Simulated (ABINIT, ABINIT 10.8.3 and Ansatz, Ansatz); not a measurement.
**Excitons of ScHO2 (P6_3/mmc) on ever denser meshes**

How far does the k mesh set the exciton binding of ScHO2 (P6_3/mmc)?

Calculated with ABINIT 10.8.3 and Ansatz 0.2.0; PBEsol and many-body steps on it, plane waves.

### Step 1. Starting point

The structure is hexagonal, space group P6_3/mmc (No. 194). The conventional cell has a = 3.234 Å, b = 3.234 Å, c = 9.062 Å, α = 90.00°, β = 90.00°, γ = 120.00°. Nearest to Sc lie 6 O at 2.14 Å. Nearest to H lie 2 O at 1.22 Å. Nearest to O lie 1 H at 1.22 Å and 3 Sc at 2.14 Å. Farther neighbours and most contacts between anions are not listed.

The cell and positions are those that the Materials Project relaxed with its own functionals (PBE, PBE+U or r2SCAN), kept fixed.

### Step 2. Empty states on the mesh, 3×3×1 mesh, 70 bands

This step: ABINIT 10.8.3; DFT, PBEsol, plane waves, norm-conserving pseudopotentials.

The sums over transitions need many empty states on a uniform mesh; this step solves for them.

Input file run.abi:

```
acell 3*1.0 Angstrom
rprim 
  3.233532062406 -0.000000000001 0.000000000000
  -1.616766031202 2.800320909996 0.000000000000
  0.000000000000 0.000000000000 9.062126000000
ntypat 3
znucl 21 1 8
natom 8
typat 1 1 2 2 3 3 3 3
xred 
  0.000000000000 0.000000000000 0.500000000000
  0.000000000000 0.000000000000 0.000000000000
  0.666666666667 0.333333333333 0.750000000000
  0.333333333333 0.666666666667 0.250000000000
  0.666666666667 0.333333333333 0.615588000000
  0.666666666667 0.333333333333 0.884412000000
  0.333333333333 0.666666666667 0.115588000000
  0.333333333333 0.666666666667 0.384412000000
pp_dirpath "pseudos"
pseudos "Sc.upf, H.upf, O.upf"
ecut 36
ngkpt 3 3 1
nshiftk 1
shiftk 0 0 0
kptopt 1
chksymbreak 0
iscf -2
irdden 1
istwfk *1
nband 70
nbdbuf 6
tolwfr 1e-09
nstep 60
prtvol 0
indata_prefix "in"
outdata_prefix "out"
tmpdata_prefix "tmp"
```

The run is started by

```sh
OMP_NUM_THREADS=1 mpirun -n 4 abinit run.abi > log
```

Numbers of over 12 decimals in the logs are rounded to 6 here.

Output:

```text
.Version 10.8.3 of ABINIT. v10.8.2 released Aug 2026.

 Symmetries : space group P6_3/m m c (#194); Bravais hP (primitive hexag.)
[... echo of the input left out ...]
== DATASET  1 ==================================================================
-   mpi_nproc: 4, omp_nthreads: 1 (-1 if OMP is not activated)
-    --> not optimal distribution: autoparal keyword recommended in input file <--

--- !DatasetInfo
iteration_state: {dtset: 1, }
dimensions: {natom: 8, nkpt: 3, mband: 70, nsppol: 1, nspinor: 1, nspden: 1, mpw: 5730, }
cutoff_energies: {ecut:  36.0, pawecutdg:  -1.0, }
[...]
0.89371    0.91240    0.92468    0.92468    0.92834    0.92834    0.93165    0.96748
   0.98377    0.98377    1.10361    1.11871    1.11871    1.15267    1.15267    1.19908
   1.19908    1.23415    1.26537    1.27689    1.28717    1.28717
 prteigrs : prtvol=0 or 1, do not print more k-points.

== END DATASET(S) ==============================================================
================================================================================

 -outvars: echo values of variables after computation  --------
            nband          70
             nkpt           3
          spgroup         194
 [... the other variables as echoed above ...]

 Calculation completed.
```

Wall time 13 s (4 MPI ranks of Intel Xeon 6975P-C (Granite Rapids), shared host); peak memory 0.37 GiB.

Numbers from this step:

| Item | Value |
| --- | --- |
| gap | 4.026 eV |
| k of the valence top | 0, 0, 0 |
| k of the conduction bottom | 0.3333, 0, 0 |
| least direct gap | 4.082 eV |
| k points computed | 3 |
| lowest point of the top converged band, above the valence top | 29.56 eV |

On this mesh the gap is 4.026 eV.

The density comes from a self-consistent run that is not shown.

### Step 3. Screening, 3×3×1 mesh, 64 bands, screening to 98 eV

The RPA dielectric matrix is built and inverted for each q.

This step: RPA screening on PBEsol, plane waves, norm-conserving pseudopotentials.

Edit run.abi of step 2 so:

```diff
@@ -26,10 +26,11 @@
 chksymbreak 0
-iscf -2
-irdden 1
 istwfk *1
-nband 70
-nbdbuf 6
-tolwfr 1e-09
-nstep 60
-prtvol 0
+occopt 1
+irdwfk 1
+optdriver 3
+nband 64
+ecuteps 3.6
+inclvkb 2
+awtr 1
+symchi 1
 indata_prefix "in"
```

Output:

```text
.Version 10.8.3 of ABINIT. v10.8.2 released Aug 2026.

 Symmetries : space group P6_3/m m c (#194); Bravais hP (primitive hexag.)
[... echo of the input left out ...]
== DATASET  1 ==================================================================
-   mpi_nproc: 4, omp_nthreads: 1 (-1 if OMP is not activated)

--- !DatasetInfo
iteration_state: {dtset: 1, }
dimensions: {natom: 8, nkpt: 3, mband: 64, nsppol: 1, nspinor: 1, nspden: 1, mpw: 5730, }
cutoff_energies: {ecut:  36.0, pawecutdg:  -1.0, }
[...]
--------------------------------------------------------------------------------
[... chi0 elements left out ...]
 For q-point:  0.000010 0.000020 0.000030
  dielectric constant =   4.1113
  dielectric constant without local fields =   4.3844

  Average fulfillment of the sum rule on Im[epsilon] for q-point    1 :     45.32  [%]
[... wings left out ...]
  q-point number  2        q = ( 0.333333, 0.000000, 0.000000) [r.l.u.]
--------------------------------------------------------------------------------
[... chi0 elements left out ...]
  Average fulfillment of the sum rule on Im[epsilon] for q-point    2 :     42.30  [%]

 [... 1 further q-points ...]
```

The job ended after 12 s (4 MPI ranks; peak memory 0.68 GiB).

This step gave:

```yaml
eps_infinity_with_local_fields_on_this_mesh_along_the_program_s_q_direction: 4.111
the_same_without_local_fields: 4.384
plasma_frequency: 28.40 eV
plane_waves_in_the_screening_matrix: 189
```

Local fields lower ε∞ by 6 %. On a Γ-centred mesh this coarse the value itself is usually too large, while a short band sum pulls it down.

### Step 4. Self-energy, 3×3×1 mesh, 64 bands, screening to 98 eV

The self-energy is evaluated for the states that the input lists, and the levels follow from it, in one-shot runs by the linearised quasiparticle equation.

This step: G0W0 on PBEsol, plane waves, norm-conserving pseudopotentials.

Edit run.abi of step 3 so:

```diff
@@ -29,8 +29,17 @@
 irdwfk 1
-optdriver 3
+optdriver 4
 nband 64
+gwcalctyp 0
+ecutsigx 36
+symsigma 1
+nkptgw 2
+kptgw 
+  0.0000000000 0.0000000000 0.0000000000
+  0.3333333333 0.0000000000 0.0000000000
+bdgw 
+  23 27
+  23 26
 ecuteps 3.6
-inclvkb 2
-awtr 1
-symchi 1
+irdscr 1
+ppmodel 1
 indata_prefix "in"
```

Output:

```text
.Version 10.8.3 of ABINIT. v10.8.2 released Aug 2026.

 Symmetries : space group P6_3/m m c (#194); Bravais hP (primitive hexag.)
[... echo of the input left out ...]
== DATASET  1 ==================================================================
-   mpi_nproc: 4, omp_nthreads: 1 (-1 if OMP is not activated)

--- !DatasetInfo
iteration_state: {dtset: 1, }
dimensions: {natom: 8, nkpt: 3, mband: 64, nsppol: 1, nspinor: 1, nspden: 1, mpw: 5730, }
cutoff_energies: {ecut:  36.0, pawecutdg:  -1.0, }
[...]
Band     E0 <VxcDFT>   SigX SigC(E0)      Z dSigC/dE  Sig(E)    E-E0       E
[...]
25   7.090 -15.846  -8.551  -4.315   0.817  -0.224 -13.411   2.435   9.525
       26   7.838 -17.582 -10.046  -4.264   0.807  -0.240 -14.943   2.639  10.477

== END DATASET(S) ==============================================================
================================================================================

 -outvars: echo values of variables after computation  --------
           etotal      0.0000000000E+00
            nband          64
             nkpt           3
          spgroup         194
 [... the other variables as echoed above ...]

 Calculation completed.
```

Run time: 6.1 s. Hardware: 4 MPI ranks; peak memory 0.36 GiB.

Numbers from this step:

| Item | Value |
| --- | --- |
| G0W0 gap on the points computed | 6.709 eV |
| starting gap on the mesh | 4.026 eV |
| k of the valence top | 0.3333, 0, 0 |
| k of the conduction bottom | 0.3333, 0, 0 |
| least direct G0W0 gap on the computed points | 6.709 eV |

The gap on the mesh goes from 4.03 eV to 6.71 eV, a correction of +2.68 eV.

The gap opens by 2.683 eV; the next steps shift the empty bands rigidly by 2.683 eV. The least direct G0W0 gap is 6.709 eV, so this shift leaves the direct transitions +0.06 eV off.

### Step 5. Excitons

Light makes an electron and a hole together. The Bethe-Salpeter equation adds their screened attraction and their exchange, in a window of bands around the gap.

This step: Bethe-Salpeter equation on PBEsol with a scissors shift, plane waves, norm-conserving pseudopotentials.

Edit run.abi of step 4 so:

```diff
@@ -29,17 +29,17 @@
 irdwfk 1
-optdriver 4
-nband 64
-gwcalctyp 0
-ecutsigx 36
-symsigma 1
-nkptgw 2
-kptgw 
-  0.0000000000 0.0000000000 0.0000000000
-  0.3333333333 0.0000000000 0.0000000000
-bdgw 
-  23 27
-  23 26
+optdriver 99
+bs_calctype 1
+mbpt_sciss 2.683 eV
+bs_loband 14
+nband 36
+bs_exchange_term 1
+bs_coulomb_term 11
+bs_coupling 0
+bs_algorithm 1
+bs_freq_mesh 0 13 0.1 eV
+zcut 0.15 eV
 ecuteps 3.6
+ecutwfn 18
+inclvkb 2
 irdscr 1
-ppmodel 1
 indata_prefix "in"
```

Output:

```text
.Version 10.8.3 of ABINIT. v10.8.2 released Aug 2026.

 Symmetries : space group P6_3/m m c (#194); Bravais hP (primitive hexag.)
[... echo of the input left out ...]
== DATASET  1 ==================================================================
-   mpi_nproc: 4, omp_nthreads: 1 (-1 if OMP is not activated)

--- !DatasetInfo
iteration_state: {dtset: 1, }
dimensions: {natom: 8, nkpt: 3, mband: 36, nsppol: 1, nspinor: 1, nspden: 1, mpw: 2018, }
cutoff_energies: {ecut:  18.0, pawecutdg:  -1.0, }
electrons: {nelect:   4.80000000E+01, charge:   0.00000000E+00, occopt:   1.00000000E+00, tsmear:   1.00000000E-02, }

 Exciton: Calculation of dielectric properties by solving the Bethe-Salpeter equation
 in frequency domain and reciprocal space on a transitions basis set.
 Based on a program developed by L. Reining, V. Olevano, F. Sottile,
 S. Albrecht, and G. Onida. Incorporated in ABINIT by M. Giantomassi.

.Using double precision arithmetic ; gwpc =  8

[... cell and pseudopotentials left out ...]
--------------------------------------------------------------------------------

 ==== K-mesh for the wavefunctions ====
 Number of points in the irreducible wedge :     3
[... list of points left out ...]
 Together with 24 symmetry operations and time-reversal symmetry
 yields     9 points in the full Brillouin Zone.

 ==== Q-mesh for the screening function ====
 Number of points in the irreducible wedge :     3
[... list of points left out ...]
 Together with 24 symmetry operations and time-reversal symmetry
 yields     9 points in the full Brillouin Zone.

 vcoul_init : cutoff-mode = AUXILIARY_FUNCTION
 q-points for optical limit:   1
     1)      0.000010    0.000020    0.000030
 setmesh: FFT mesh size selected  =    15x   15x   48
          total number of points  =        10800

 ==== Fundamental parameters for the solution of the Bethe-Salpeter equation: ====
 Algorithm: Direct diagonalization.
 Dimension of the v, W matrices,  npweps  = 189
 Cutoff for the wavefunctions,    npwwfn  = 2007
 Number of k-points in the IBZ,   nkibz   = 3
 Highest empty band included,     nband   = 36
 === Spin UP ===
 Number of resonant transitions          1188
 Lowest occupied state                   14
 Highest occupied state                  24
 Lowest unoccupied state                 25
 Highest unoccupied state                36
 Minimum frequency [eV]           Emin    =   0.00
 Maximum frequency [eV]           Emax    =  13.00
 Frequency step [eV]              dE      =   0.10
 Lorentzian broadening [eV]       eta     =   0.15
 RPA L0 with KS energies and KS wavefunctions
 Scissors operator energy [eV] =          2.68
 Local fields effects (v term) included
 Excitonic effects (W term) included
 Full W_GG' included
 W is read from an external SCR file
 Resonant-only calculation (Hermitian case)

 Calculating epsilon_Macro(q-->0,w), along the following directions:
 q = (  0.842222  0.000000  0.000000) [r.l.u.]
 q = (  0.000000  0.842222  0.000000) [r.l.u.]
 q = (  0.000000  0.000000  2.725518) [r.l.u.]
 q = (  0.972515 -0.486257  0.000000) [r.l.u.]
 q = ( -0.000000  0.842222  0.000000) [r.l.u.]
 q = (  0.000000  0.000000  2.725518) [r.l.u.]
 Number of electrons calculated from density =   47.9537; Expected =   48.0000
 average of density, n =  0.086598
 r_s =    1.4022
 omega_plasma =   28.3864 [eV]

. Writing resonant excitonic Hamiltonian on file out_BSR; file size=   0.01 [Gb].
 Direct diagonalization of the resonant excitonic Hamiltonian, Matrix size= 1188
. Using LAPACK sequential version.
 Excitonic eigenvalues in eV up to n=   32
   5.58319   5.58394   5.59437   5.65985   5.66107   5.73867   5.92872   5.92986
   5.94515   6.15443   6.19998   6.20114   6.22272   6.22382   6.23899   6.23942
   6.23965   6.24202   6.24215   6.29744   6.35107   6.35199   6.39954   6.40272
   6.40325   6.40984   6.41035   6.43655   6.44520   6.44563   6.47153   6.47166

 First excitonic eigenvalue=    5.58 [eV]
 Last  excitonic eigenvalue=   18.92 [eV]

 GW  direct gap       6.76  0.00 [eV]
 EXC direct gap       5.58  0.00 [eV]
 EXC binding energy   1.18  0.00 [eV]

 Excitonic eigenvalues up to the GW energy gap [eV]
  1 (  5.58  0.00)
  2 (  5.58  0.00)
  3 (  5.59  0.00)
  4 (  5.66  0.00)
  5 (  5.66  0.00)
  6 (  5.74  0.00)
[...]
47 (  6.74  0.00)
 48 (  6.75  0.00)
 49 (  6.75  0.00)

 Macroscopic dielectric function:
 omega [eV] <KS_RPA_nlf>  <GW_RPA_nlf>  <BSE>
   0.0000   3.6874   0.0000   2.9108   0.0000   3.2990   0.0000
   0.1000   3.6881   0.0021   2.9111   0.0007   3.2994   0.0012
   0.2000   3.6901   0.0042   2.9117   0.0013   3.3007   0.0024
   0.3000   3.6936   0.0063   2.9128   0.0020   3.3027   0.0037
   0.4000   3.6985   0.0085   2.9144   0.0027   3.3055   0.0049
   0.5000   3.7049   0.0106   2.9164   0.0034   3.3092   0.0062
   0.6000   3.7127   0.0129   2.9189   0.0041   3.3138   0.0074
   0.7000   3.7220   0.0151   2.9218   0.0048   3.3191   0.0087
   0.8000   3.7328   0.0175   2.9252   0.0055   3.3254   0.0100
   0.9000   3.7453   0.0199   2.9291   0.0062   3.3325   0.0114

 Writing KS-RPA macroscopic dielectric function without local fields to file: out_RPA_NLF_MDF
 Writing GW-RPA macroscopic dielectric function without local fields to file: out_GW_NLF_MDF
 Writing EXC Macroscopic dielectric function to file: out_EXC_MDF

== END DATASET(S) ==============================================================
================================================================================

 -outvars: echo values of variables after computation  --------
           etotal      0.0000000000E+00
            nband          36
             nkpt           3
          spgroup         194
 [... the other variables as echoed above ...]

 Calculation completed.
```

It took 44 s on 4 MPI ranks; peak memory 0.41 GiB.

Numbers from this step:

```
direct gap of the transition levels                            : 6.765 eV
transitions in the window                                      : 1188
first strong exciton (over a fiftieth of the strongest listed) : 5.594 eV
lowest state                                                   : 5.583 eV
binding of the lowest state below the direct gap               : 1.182 eV
Coulomb term of one mesh cell                                  : 1.100 eV
```

The binding is 1.1 times the screened Coulomb term of one mesh cell (1.10 eV), so it is not shown settled.

The lowest state lies at 5.583 eV, 1.182 eV under the direct gap.

Lines within 3 meV are set at the lowest of them, and the highest group, which the list may cut short, is left out. Lines of the exciton spectrum (strongest = 100):

```
position (eV)  lines merged  oscillator strength, relative
        5.583             2                            0.0
        5.594             1                             42
        5.660             2                            0.0
        5.739             1                            0.0
        5.929             2                            0.0
        5.945             1                            0.0
        6.154             1                            0.0
        6.200             2                             27
        6.223             2                            100
```

The ε₂ has structure finer than the step of the table below, so its rows give means over 0.25 eV, whole bins alone (the curve runs from 0 to 13 eV). Peaks (eV: height): BSE 5.600: 4.50, 6.200: 11.9, 7.800: 6.66, 8.900: 13.5; no electron-hole interaction 6.800: 3.26, 7.800: 7.99, 8.900: 5.02, 10.400: 9.34, 12.300: 4.44; Kohn-Sham, no shift 4.100: 3.36, 5.100: 8.08, 6.200: 5.03, 7.700: 9.39, 9.600: 4.42.

Mean over the three Cartesian directions of q; broadening 0.15 eV; transition window only. Limits: finite bands, cutoff and mesh; coarse k mesh; exciton not shown settled in the k mesh. ε₂ against photon energy; means over each step:

```
photon energy (eV)      BSE  no electron-hole interaction  Kohn-Sham, no shift
              0.25  0.00305                       0.00168              0.00527
              0.50  0.00617                       0.00338               0.0107
              0.75  0.00939                       0.00511               0.0163
              1.00   0.0127                       0.00688               0.0225
              1.25   0.0163                       0.00874               0.0293
              1.50   0.0202                        0.0107               0.0371
              1.75   0.0245                        0.0128               0.0461
              2.00   0.0292                        0.0150               0.0572
              2.25   0.0346                        0.0174               0.0710
              2.50   0.0409                        0.0201               0.0892
              2.75   0.0482                        0.0230                0.114
              3.00   0.0570                        0.0263                0.153
              3.25   0.0678                        0.0300                0.218
              3.50   0.0814                        0.0342                0.358
              3.75   0.0991                        0.0392                0.812
              4.00    0.123                        0.0450                 2.43
              4.25    0.157                        0.0520                 2.01
              4.50    0.210                        0.0606                 1.32
              4.75    0.300                        0.0714                 2.63
              5.00    0.490                        0.0855                 6.37
              5.25     1.06                         0.105                 6.88
              5.50     3.14                         0.132                 4.26
              5.75     3.33                         0.175                 2.38
              6.00     5.15                         0.252                 3.18
              6.25     9.48                         0.432                 4.55
              6.50     4.03                          1.13                 3.81
              6.75     2.34                          2.72                 2.67
              7.00     1.92                          1.62                 1.74
              7.25     2.32                          1.47                 2.35
              7.50     3.62                          3.46                 5.63
              7.75     6.01                          7.05                 8.53
              8.00     4.20                          6.41                 6.85
              8.25     4.08                          3.41                 6.63
              8.50     4.40                          2.41                 6.89
              8.75     10.2                          3.73                 6.08
              9.00     9.67                          4.41                 3.68
              9.25     5.01                          3.57                 2.59
              9.50     3.17                          2.34                 3.64
              9.75     2.76                          1.70                 3.68
             10.00     2.70                          2.94                 2.12
             10.25     2.79                          6.89                 1.42
             10.50     2.29                          8.20                 1.61
             10.75     2.61                          6.58                 1.66
             11.00     2.71                          6.71                0.889
             11.25     2.28                          6.97                0.510
             11.50     1.72                          5.37                0.313
             11.75     1.17                          3.24                0.298
             12.00     1.34                          2.67                0.432
             12.25     1.28                          3.99                0.460
             12.50    0.732                          3.23                0.597
             12.75    0.386                          1.83                0.556
```

(Continued in part 2 of 4.)

[Paths, hosts, dates, memory and timing lines, banners, echoed tables and standing remarks are left out of the program output.]

[Logs are printed without paths, hosts, clocks, repeated set-up lines and the standing remarks that a program may print on its own settings, such as how far it seeks lower states.]

[Runs of the session that timed out or met a known fault of the program may be left out.]

[Hosts, paths, dates, database ids (printed as entryN), source tags and the programs' standing remarks are cut or masked in the printed files.]

[G0W0 gaps are taken among the corrected bands and points alone; a level outside them can change the order at an edge.]

[Where Ansatz stands beside ABINIT at settings called matched, ABINIT's density can come from a denser mesh and the files from another edition; pairs whose starting gaps differed by over 0.03 eV were left out, so agreement reads better than it is.]
